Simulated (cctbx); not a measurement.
**Accept or mend?**

Cell a = 5.3230 Å, b = 5.3230 Å, c = 10.3810 Å, α = 90.00°, β = 90.00°, γ = 120.00°; space group P-31m (no. 162). The compound is AgAsS3.

Simulated single-crystal data (cctbx): synchrotron X-rays, λ = 0.7749 Å, to d = 0.75 Å, 80 % of the full sphere, strongest reflection 70000 counts, noise from counting, a 3 % proportional error and a noise floor of 2 counts (s.d.); no absorption.

An anisotropic refinement with weights 1/σ² prints:

```text
Rint 0.024, 258 unique reflections to 0.75 A
cycle     R1     wR2    GooF  max shift (A)
   1  0.1121  0.3189  20.194   0.01972
   2  0.0104  0.0305   1.929   0.00042
final R1 0.0103 wR2 0.0304 GooF 1.928  parameters 11  data/parameter 23.5
atom        x        y        z      Ueq    occ   su(xyz)  su(Uiso or U11)
Ag1    0.00000  0.00000  0.79620   0.0261  1.000  0.00002  0.0001
As1    0.66667  0.33333  0.50000   0.0342  1.000  0.00000  0.0002
S1     0.00000  0.60293  0.38983   0.0589  1.000  0.00015  0.0004
difference map: max 0.33 min -0.22 rms 0.07
Q1    0.0000  0.3443  0.5753    6    0.33  0.46 A from S1
Q2    0.0000  0.3212  0.7007    6    0.24  1.02 A from S1
Q3    0.0000  0.4333  0.6667    6    0.21  0.62 A from S1
Q4    0.0000  0.0000  0.2967    2    0.20  0.96 A from Ag1
Q5    0.2790  0.5580  0.5000    6    0.19  0.50 A from As1
Q6    0.0000  0.5000  0.5000    3    0.16  1.27 A from S1
```

**Question.** Can this result stand? If not, what is the likely fault?

Mend it. The fault: anomalous dispersion left out. Against the right model at the same level, R1 goes from 0.0060 to 0.0103 and GooF from 0.93 to 1.93. No atom is wrong: without f′ and f″ the atoms near an edge get the wrong scattering power, which U and the scale absorb. The signs are weak, and the output alone doesn't single this fault out.

The compound is AgAsS3. The right model at the same level gives:

```text
Rint 0.024, 258 unique reflections to 0.75 A
cycle     R1     wR2    GooF  max shift (A)
   1  0.1086  0.3183  20.152   0.01830
   2  0.0061  0.0147   0.929   0.00006
final R1 0.0060 wR2 0.0147 GooF 0.929  parameters 11  data/parameter 23.5
atom        x        y        z      Ueq    occ   su(xyz)  su(Uiso or U11)
Ag1    0.00000  0.00000  0.79621   0.0253  1.000  0.00001  0.0001
As1    0.66667  0.33333  0.50000   0.0347  1.000  0.00000  0.0001
S1     0.00000  0.60313  0.38992   0.0611  1.000  0.00007  0.0002
difference map: max 0.16 min -0.18 rms 0.04
Q1    0.0000  0.0000  0.2919    2    0.17  0.92 A from Ag1
Q2    0.0000  0.4834  0.7631    6    0.12  1.65 A from S1
Q3    0.0000  0.3141  0.6922    6    0.11  0.96 A from S1
Q4    0.2029  0.4058  0.0000    6    0.10  2.82 A from Ag1
Q5    0.0000  0.2423  0.0059    6    0.10  2.43 A from Ag1
Q6    0.0000  0.2486  0.2897    6    0.10  1.60 A from Ag1
```

Isotropic U is held between 0.0001 and 1 Å² by the program, and listed peak heights are interpolated, so they can pass the grid's maximum.

The model was made for the exercise: a known structure type with other elements put in, its volume estimated, not relaxed; displacement parameters are assumed.

[Middle refinement cycles are left out of these outputs.]

[Logs are printed without paths, hosts, clocks, repeated set-up lines and the standing remarks that a program may print on its own settings, such as how far it seeks lower states.]
